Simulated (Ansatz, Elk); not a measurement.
# How Ag2IBr (model structure) absorbs and reflects light, part 2 of 2

Aim: the dielectric function of Ag2IBr (model structure), and the optical constants that follow from it. The cell was made here by substitution or stacking, whether or not such a phase is known. It was built so: 1 of the 2 Br atoms of the cell replaced by I in the P2_1/m structure of AgBr. The cell is first relaxed with Ansatz.

Elk 11.2.3 (patched build); DFT, PBE, all-electron APW+lo, Dirac cores, scalar-relativistic bands, independent-particle optical response without local fields.

So far: Starting point; Relaxation.

**3. Ground state**

The self-consistent density comes first; it also tells whether there is a gap, which decides the occupations and the need for a Drude term.

This step: DFT, PBE, all-electron APW+lo, Dirac cores, scalar-relativistic bands, ground state (Elk 11.2.3 (patched build)).

File elk.in:

```
tasks
  0
  120

xctype
  20

nempty
  14

lorbcnd
  .true.

rgkmax
  7.0

swidth
  0.0018375

maxscl
  100

epsengy
  1e-05

sppath
  './'

avec
  8.081330535311 0.000000000000 0.081953262564
  0.000000000000 8.086070554698 0.000000000000
  -0.113770931459 0.000000000000 11.218839539244

atoms
  3
  'I.in'
  1
  0.748991579300 0.750000000000 0.250000000000   0.000 0.000 0.000
  'Ag.in'
  2
  0.249101103600 0.250000000000 0.250000000000   0.000 0.000 0.000
  0.752160786000 0.750000000000 0.750000000000   0.000 0.000 0.000
  'Br.in'
  1
  0.249746531100 0.250000000000 0.750000000000   0.000 0.000 0.000

ngridk
  7 7 6
```

Started as:

```bash
$ OMP_NUM_THREADS=4 elk
```

Log:

```text
┌─────────────────────────┐
│ Elk code version 11.2.3 │
└─────────────────────────┘

All units are atomic (Hartree, Bohr, etc.)

┌─────────────────────────────────────────────────┐
│ Ground-state run starting from atomic densities │
└─────────────────────────────────────────────────┘

Lattice vectors :
   8.081330535       0.000000000      0.8195326256E-01
   0.000000000       8.086070555       0.000000000
 -0.1137709315       0.000000000       11.21883954

Reciprocal lattice vectors :
  0.7774139638      -0.000000000      0.7883802106E-02
   0.000000000      0.7770381503      -0.000000000
 -0.5678984040E-02   0.000000000      0.5599990250

Unit cell volume      :    733.1840257
Brillouin zone volume :   0.3383191733

Muffin-tin inner radius fraction :   0.1000000000E-01

Nuclei treated as point charges

Species : 1 (I)
 parameters loaded from : I.in
 name : iodine
 nuclear charge    :   -53.00000000
 electronic charge :    53.00000000
 atomic mass :    231332.6972
 muffin-tin radius :    2.600000000
 number of radial points in muffin-tin :   1193
 inner part over the whole radius :   0.9964907323E-02
 number on inner part of muffin-tin    :    851
 approximate nuclear radius :   0.9002358621E-04
 number of mesh points to nuclear radius :    431
 atomic positions (lattice), magnetic fields (Cartesian) :
  1 :   0.00000000  0.00000000  0.00000000    0.00000000  0.00000000  0.00000000

Species : 2 (Ag)
 parameters loaded from : Ag.in
 name : silver
 nuclear charge    :   -47.00000000
 electronic charge :    47.00000000
 atomic mass :    196631.6998
 muffin-tin radius :    2.600000000
 number of radial points in muffin-tin :   1193
 inner part over the whole radius :   0.9869554211E-02
 number on inner part of muffin-tin    :    849
 approximate nuclear radius :   0.8648227117E-04
 number of mesh points to nuclear radius :    425
 atomic positions (lattice), magnetic fields (Cartesian) :
  1 :   0.50010952  0.50000000  0.00000000    0.00000000  0.00000000  0.00000000
  2 :   0.00316921  0.00000000  0.50000000    0.00000000  0.00000000  0.00000000

Species : 3 (Br)
 parameters loaded from : Br.in
 name : bromine
 nuclear charge    :   -35.00000000
 electronic charge :    35.00000000
 atomic mass :    145656.0816
 muffin-tin radius :    2.400000000
 number of radial points in muffin-tin :    993
 inner part over the whole radius :   0.9934012010E-02
 number on inner part of muffin-tin    :    703
 approximate nuclear radius :   0.7858070945E-04
 number of mesh points to nuclear radius :    344
 atomic positions (lattice), magnetic fields (Cartesian) :
  1 :   0.50075495  0.50000000  0.50000000    0.00000000  0.00000000  0.00000000

Total number of atoms per unit cell :    4
Total muffin-tin volume :    278.7723657
 ratio of muffin-tin to unit cell volume :   0.3802215487

Spin treatment :
 spin-unpolarised

Number of Bravais lattice symmetries :    8
Number of crystal symmetries         :    4
Crystal has no inversion symmetry
Complex Hermitian eigensolver will be used

k-point grid :      7     7     6
k-point offset :    0.000000000       0.000000000       0.000000000
k-point set is reduced with full crystal symmetry group
Total number of k-points :      112

Muffin-tin radius times maximum |G+k| :    7.000000000
 using average radius
Maximum |G+k| for APW functions       :    2.745098039
Maximum (1/2)|G+k|²                   :    3.767781622
Maximum |G| for potential and density :    12.00000000
Constant for pseudocharge density :    8
 order of it for each species :   15  15  15
 order of it for pair densities of each species (exact exchange by exxq0 0: 15) :   10  10   8
Radial integration step length :    1

G-vector grid sizes :     32    32    45
Number of G-vectors :    21463

Maximum angular momentum used for
 APW functions            :    8
 outer part of muffin-tin :    6
 inner part of muffin-tin :    2

Total nuclear charge    :   -182.0000000
Total core charge       :    110.0000000
Total valence charge    :    72.00000000
Total excess charge     :    0.000000000
Total electronic charge :    182.0000000

Effective Wigner radius, rₛ :   0.9870769238

Number of empty states         :     56
Total number of valence states :     93
Total number of core states    :    110

Conduction state local-orbitals added automatically
Third-order local-orbitals added for an l without core states : F
Total number of local-orbitals :    262

Exchange-correlation functional :     20     0     0
 Perdew-Burke-Ernzerhof, Phys. Rev. Lett. 77, 3865 (1996)
 gradient requirement :    1
 generalised gradient approximation (GGA)

Smearing type :    3
 Fermi-Dirac
Smearing width :   0.1837500000E-02
Effective electronic temperature (K) :    580.2366081

Mixing type :    3
 Broyden mixing, J. Phys. A: Math. Gen. 17, L317 (1984)

Kohn-Sham potential initialised from atomic data

┌──────────────────────────────┐
│ Self-consistent loop started │
└──────────────────────────────┘

┌─────────────────┐
│ Loop number : 1 │
└─────────────────┘

Energies :
 Fermi                       :     0.280946E-01
 sum of occupied eigenvalues :     -12245.838299196
 electron kinetic            :      21342.168026081
 core electron kinetic       :      20526.391777778
 Coulomb                     :     -41130.655169645
 Coulomb potential           :     -32829.344925167
 nuclear-nuclear             :     -2085.5632210358
 electron-nuclear            :     -45304.921364443
 Hartree                     :      6259.8294158341
 Madelung                    :     -24715.982707062
 xc potential                :     -758.66140010980
 exchange                    :     -563.13146863775
 correlation                 :     -9.602503
 electron entropic           :    -0.215974E-04
 total energy                :     -20361.221136614

Density of states at Fermi energy :    1.468313056
 (states/Hartree/unit cell)

Estimated indirect band gap :   0.8942683617E-02
 from k-point 89 to k-point 1
Estimated direct band gap   :   0.8581477785E-01
 at k-point 1

Charges :
 core                        :    110.0000000
 valence                     :    72.00000000
 interstitial                :    6.320667125
 muffin-tins (core leakage)
  species : 1 (I)
   atom 1                    :    50.86995584     (  0.2019736340E-03)
  species : 2 (Ag)
   atom 1                    :    45.66817325     ( -0.3322502131E-06)
   atom 2                    :    45.63527472     ( -0.3322521671E-06)
  species : 3 (Br)
   atom 1                    :    33.50592906     (  0.2262189645E-04)
 total in muffin-tins        :    175.6793329
 total calculated charge     :    181.9994530
 total charge                :    182.0000000
 error                       :   0.5470472937E-03

┌─────────────────┐
│ Loop number : 2 │
└─────────────────┘

Energies :
 Fermi                       :     0.288658E-01
 sum of occupied eigenvalues :     -12245.728364246
 electron kinetic            :      21342.092043244
 core electron kinetic       :      20526.264931060
 Coulomb                     :     -41130.740056068
 Coulomb potential           :     -32829.229694759
 nuclear-nuclear             :     -2085.5632210358
 electron-nuclear            :     -45305.205184378
 Hartree                     :      6260.0283493452
 Madelung                    :     -24716.125208689
 xc potential                :     -758.59071273055
 exchange                    :     -563.13850569858
 correlation                 :     -9.602593
 electron entropic           :    -0.203492E-04
 total energy                :     -20361.389131521

Density of states at Fermi energy :    1.366769975
 (states/Hartree/unit cell)

Estimated indirect band gap :   0.9293289967E-02
 from k-point 88 to k-point 1
Estimated direct band gap   :   0.8578580697E-01
 at k-point 1

Charges :
 core                        :    110.0000000
 valence                     :    72.00000000
 interstitial                :    6.317138908
 muffin-tins (core leakage)
  species : 1 (I)
   atom 1                    :    50.87066467     (  0.2019275977E-03)
  species : 2 (Ag)
   atom 1                    :    45.67080814     ( -0.3322500461E-06)
   atom 2                    :    45.63775538     ( -0.3322532649E-06)
  species : 3 (Br)
   atom 1                    :    33.50363290     (  0.2262767779E-04)
 total in muffin-tins        :    175.6828611
 total calculated charge     :    181.9994531
 total charge                :    182.0000000
 error                       :   0.5469128608E-03

RMS change in Kohn-Sham potential (target) :   0.1305078427     (  0.1000000000E-05)
Absolute change in total energy (target)   :   0.1679949077     (  0.1000000000E-04)

[... 13 loops left out ...]

┌──────────────────┐
│ Loop number : 16 │
└──────────────────┘

Energies :
 Fermi                       :     0.135436
 sum of occupied eigenvalues :     -12226.626539786
 electron kinetic            :      21344.719372138
 core electron kinetic       :      20525.221225997
 Coulomb                     :     -41132.095819316
 Coulomb potential           :     -32823.980821326
 nuclear-nuclear             :     -2085.5632210358
 electron-nuclear            :     -45313.013202915
 Hartree                     :      6266.4806046354
 Madelung                    :     -24720.105408653
 xc potential                :     -747.36509059861
 exchange                    :     -563.35647268308
 correlation                 :     -9.604667
 electron entropic           :    -0.130997E-05
 total energy                :     -20360.337588194

Density of states at Fermi energy :   0.5142991732E-01
 (states/Hartree/unit cell)

Estimated indirect band gap :   0.2249011127E-01
 from k-point 106 to k-point 1
Estimated direct band gap   :   0.8228182377E-01
 at k-point 1

Charges :
 core                        :    110.0000000
 valence                     :    72.00000000
 interstitial                :    6.121641114
 muffin-tins (core leakage)
  species : 1 (I)
   atom 1                    :    50.92469692     (  0.1993839650E-03)
  species : 2 (Ag)
   atom 1                    :    45.77595539     ( -0.3322640758E-06)
   atom 2                    :    45.74344334     ( -0.3322642250E-06)
  species : 3 (Br)
   atom 1                    :    33.43426324     (  0.2272658458E-04)
 total in muffin-tins        :    175.8783589
 total calculated charge     :    181.9994591
 total charge                :    182.0000000
 error                       :   0.5408815387E-03

RMS change in Kohn-Sham potential (target) :   0.2487673974E-07 (  0.1000000000E-05)
Absolute change in total energy (target)   :   0.6708811270E-05 (  0.1000000000E-04)

Convergence targets achieved

┌──────────────────┐
│ Loop number : 17 │
└──────────────────┘

Energies :
 Fermi                       :     0.135436
 sum of occupied eigenvalues :     -12226.626537938
 electron kinetic            :      21344.719373773
 core electron kinetic       :      20525.221227245
 Coulomb                     :     -41132.095819469
 Coulomb potential           :     -32823.980821282
 nuclear-nuclear             :     -2085.5632210358
 electron-nuclear            :     -45313.013202975
 Hartree                     :      6266.4806045415
 Madelung                    :     -24720.105408828
 xc potential                :     -747.36509042994
 exchange                    :     -563.35647267842
 correlation                 :     -9.604667
 electron entropic           :    -0.130998E-05
 total energy                :     -20360.337586710

Density of states at Fermi energy :   0.5143005018E-01
 (states/Hartree/unit cell)

Estimated indirect band gap :   0.2249010160E-01
 from k-point 106 to k-point 1
Estimated direct band gap   :   0.8228181140E-01
 at k-point 1

Charges :
 core                        :    110.0000000
 valence                     :    72.00000000
 interstitial                :    6.121641085
 muffin-tins (core leakage)
  species : 1 (I)
   atom 1                    :    50.92469693     (  0.1993839649E-03)
  species : 2 (Ag)
   atom 1                    :    45.77595539     ( -0.3322640296E-06)
   atom 2                    :    45.74344334     ( -0.3322627897E-06)
  species : 3 (Br)
   atom 1                    :    33.43426325     (  0.2272658453E-04)
 total in muffin-tins        :    175.8783589
 total calculated charge     :    181.9994591
 total charge                :    182.0000000
 error                       :   0.5408815590E-03

┌──────────────────────────────┐
│ Self-consistent loop stopped │
└──────────────────────────────┘

Warning : core states of species 1 leak from the muffin-tin :   0.1993839649E-03

Wrote STATE.OUT
```

Elapsed: 1.9 min, on 4 threads of Arm Neoverse V2, shared host; peak memory 0.32 GiB.

Numbers from this step:

| Quantity | Value |
| --- | --- |
| total energy | -20360 Ha |
| Fermi energy | 3.685 eV |
| DOS at the Fermi level | 0.001890 states/eV/cell |
| gap on the k-mesh | 0.6120 eV |
| direct gap on the mesh | 2.239 eV |

There is a gap, 0.61 eV on this mesh (points off the mesh can give less), so no carriers' term is needed.

**4. Independent particles**

The spectrum is a sum over vertical transitions between filled and empty bands at the fixed density, so many empty bands are needed.

This step: DFT, PBE, all-electron APW+lo, Dirac cores, scalar-relativistic bands, independent-particle optical response without local fields (Elk 11.2.3 (patched build)).

Changes to elk.in since step 3:

```diff
@@ -1,4 +1,8 @@
 tasks
-  0
-  120
+  121
+
+optcomp
+  1 1
+  2 2
+  3 3
 
@@ -17,9 +21,7 @@
 swidth
-  0.0018375
+  0.0036749
 
-maxscl
-  100
-
-epsengy
-  1e-05
+wplot
+  400 100 0
+  0.0 0.80849
```

Started as:

```bash
$ OMP_NUM_THREADS=4 elk
```

Log:

```text
┌─────────────────────────────────┐
│ Elk code version 11.2.3 started │
└─────────────────────────────────┘

Info(readinput): the functional depends on the density's gradient
 muffin-tin radial points multiplied by    2.00000
 (not where nrmtscf is given)

┌────────────────────┐
│ Current task : 121 │
└────────────────────┘

Info(findsymcrys): atomic basis shift (lattice) :
  0.2510084207      0.2500000000      0.7500000000
See GEOMETRY.OUT for new atomic positions

Info(dielectric):
 dielectric tensor written to EPSILON_ij.OUT
 optical conductivity written to SIGMA_ij.OUT
 for components
  i = 1, j = 1
  i = 2, j = 2
  i = 3, j = 3

┌──────────────────┐
│ Elk code stopped │
└──────────────────┘
```

Run time: 5.6 s. Hardware: 4 threads; peak memory 0.06 GiB.

Read-outs:

| Property | Result |
| --- | --- |
| electronic dielectric constant ε∞, mean of the axes | 6.930 |
| main peak of Im epsilon, first axis | 4.183 eV |

The Im ε has structure finer than the step of the table below, so its rows give means over 1 eV. Peaks (eV: height): E ∥ x or y 4.2: 16.1; E ∥ z 3.9: 15.8, 6.3: 5.30, 7.3: 5.95.

Values under the direct gap are tails of Lorentzian lines. Im ε against photon energy; means over each step:

```csv
photon energy (eV),E ∥ x or y,E ∥ z
1,0.0704,0.0694
2,0.492,0.434
3,3.39,3.25
4,12.6,12.9
5,5.65,6.30
6,4.71,4.49
7,4.04,4.08
8,4.12,4.34
9,3.60,3.73
10,3.13,3.02
11,2.10,2.06
12,1.26,1.23
13,0.980,0.964
14,0.983,0.937
15,1.00,1.01
16,0.953,0.911
17,0.931,0.894
18,0.857,0.790
19,0.622,0.630
20,0.521,0.548
21,0.489,0.483
```

Table of Re ε by photon energy:

```csv
photon energy (eV),E ∥ x or y,E ∥ z
0,6.90,6.98
1,7.21,7.29
2,8.62,8.64
3,11.5,11.3
4,6.73,4.87
5,0.847,0.0919
6,0.508,1.10
7,1.03,2.26
8,0.957,0.811
9,0.0145,-0.784
10,-0.525,-0.764
11,-1.05,-0.726
12,-0.606,-0.797
13,-0.0551,0.0653
14,0.289,0.155
15,0.216,0.266
16,0.356,0.299
17,0.175,0.208
18,0.283,0.281
19,0.216,0.230
20,0.331,0.292
21,0.344,0.367
```

The loss function −Im 1/ε at q → 0 has structure finer than the step of the table below, so its rows give means over 1 eV. Peaks (eV: height): E ∥ x or y 13.5: 1.11, 19.3: 1.58, 21.0: 1.37; E ∥ z 6.7: 0.341, 12.9: 1.18, 14.1: 1.13, 15.6: 1.09, 17.2: 1.20, 19.2: 1.50, 19.9: 1.53.

Values under the direct gap are tails of Lorentzian lines. Loss function −Im 1/ε at q → 0 against energy loss; means over each step:

```
energy loss (eV)  E ∥ x or y    E ∥ z
               1     0.00132  0.00127
               2     0.00611  0.00526
               3      0.0205   0.0203
               4      0.0627   0.0579
               5       0.174    0.166
               6       0.208    0.216
               7       0.229    0.217
               8       0.236    0.227
               9       0.279    0.268
              10       0.305    0.308
              11       0.399    0.407
              12       0.671    0.653
              13        1.01     1.02
              14       0.962     1.03
              15       0.947    0.938
              16       0.939    0.984
              17        1.00     1.05
              18        1.10     1.17
              19        1.45     1.38
              20        1.35     1.34
              21        1.29     1.31
```

Refractive index n and extinction k against photon energy:

```csv
photon energy (eV),"n, E ∥ x or y","k, E ∥ x or y","n, E ∥ z","k, E ∥ z"
0,2.63,0,2.64,0
1,2.68,0.0124,2.70,0.0122
2,2.94,0.0554,2.94,0.0464
3,3.42,0.474,3.40,0.544
4,3.27,1.99,3.12,2.20
5,1.80,1.55,1.67,1.64
6,1.68,1.52,1.51,1.08
7,1.61,1.25,1.83,1.04
8,1.57,1.22,1.62,1.35
9,1.27,1.26,1.21,1.50
10,1.22,1.42,1.06,1.38
11,0.832,1.32,0.852,1.21
12,0.584,0.973,0.585,1.07
13,0.686,0.725,0.715,0.668
14,0.813,0.610,0.744,0.632
15,0.806,0.658,0.822,0.641
16,0.827,0.573,0.780,0.556
17,0.749,0.622,0.749,0.594
18,0.786,0.579,0.755,0.538
19,0.666,0.477,0.678,0.479
20,0.676,0.355,0.661,0.381
21,0.687,0.357,0.689,0.329
```

The reflectivity at normal incidence has structure finer than the step of the table below, so its rows give means over 1 eV. Peaks (eV: height): E ∥ x or y 4.3: 49.7, 8.8: 29.7, 11.2: 37.9; E ∥ z 4.5: 48.4, 5.2: 37.6, 5.8: 31.6, 7.4: 30.2, 8.7: 34.3, 10.8: 35.9, 12.1: 36.5.

The reflectivity at normal incidence by photon energy; means over each step:

```
photon energy (eV)  E ∥ x or y (%)  E ∥ z (%)
                 1            21.0       21.2
                 2            24.2       24.3
                 3            31.2       31.2
                 4            43.4       43.0
                 5            31.3       36.0
                 6            26.6       26.4
                 7            22.8       22.2
                 8            25.2       26.3
                 9            26.8       30.1
                10            30.2       31.6
                11            34.1       33.4
                12            31.0       33.7
                13            18.9       18.8
                14            12.0       13.3
                15            12.2       12.3
                16            10.3       10.3
                17            11.6       11.8
                18            12.1       11.4
                19            11.7       10.6
                20            7.90       8.24
                21            6.94       7.07
```

Optical constants at common wavelengths, from n + ik = √ε:

```csv
wavelength (nm),n xy,k xy,R (%) xy,1/α xy,n z,k z,R (%) z,1/α z
1550,2.66,0.009,20.6,13 µm,2.68,0.009,20.8,13 µm
1064,2.71,0.015,21.2,5.6 µm,2.72,0.015,21.4,5.7 µm
633,2.92,0.049,24.0,1.0 µm,2.92,0.043,24.0,1.2 µm
532,3.02,0.146,25.4,290 nm,3.08,0.173,26.1,244 nm
450,3.33,0.232,29.1,154 nm,3.40,0.294,30.1,122 nm
308,3.27,2.027,41.5,12 nm,3.08,2.165,42.2,11 nm
248,1.80,1.552,29.7,13 nm,1.66,1.639,32.0,12 nm
```

Below the direct gap, k and the depth come from the tails of the Lorentzian lines, not from transitions.

Rows near the edge hang on the gap, which this functional as a rule makes too small, and phonon-assisted absorption over an indirect gap is left out.

**5. Summary of results**

```json
{"electronic dielectric constant ε∞, mean of the axes (independent particles)": "6.93", "main peak of Im epsilon, first axis": "4.18 eV"}
```

What this shows: At this level (PBE, independent particles) Ag2IBr has a mean ε∞ = 6.93 and n = 2.66 at 1550 nm (E ∥ x), and Im ε peaks at 4.2 eV (E ∥ x). The cell shrank by 1.1 % in volume. On the mesh the gap is 0.61 eV and the least direct gap 2.24 eV, so on this mesh the band edges lie at different points. Im ε has its chief maxima at 3.68 eV (13), 4.18 eV (16), 5.94 eV (5.4) and 8.14 eV (4.5) for E ∥ x or y. The static values by axis are 6.90 (xy), 6.98 (z). Excitons and phonon-assisted transitions are missing, and so are local fields; PBE gaps are as a rule too small, which pulls the onset down and ε∞ up. Spin-orbit coupling is left out although heavy atoms are present. Not shown from this task: 3 steps that ran out of time.

[Long decimals in the printed logs are rounded to 6 places.]

[Machine, clock and banner lines and Python warnings are left out of the logs.]

[Logs are printed without paths, hosts, clocks, repeated set-up lines and the standing remarks that a program may print on its own settings, such as how far it seeks lower states.]

[Hosts, paths, dates, database ids (printed as entryN), source tags and the programs' standing remarks are cut or masked in the printed files.]

[Where Elk ran, warnings of its patched build on accuracy (core leakage, angular cutoffs, spin-orbit splittings, empty states, lower magnetic states) are left out.]

[Where the starting crystal was built by hand or by swapping elements, it need not be the compound's stable phase.]

[The count of steps not shown may lack steps that the program refused or didn't finish.]
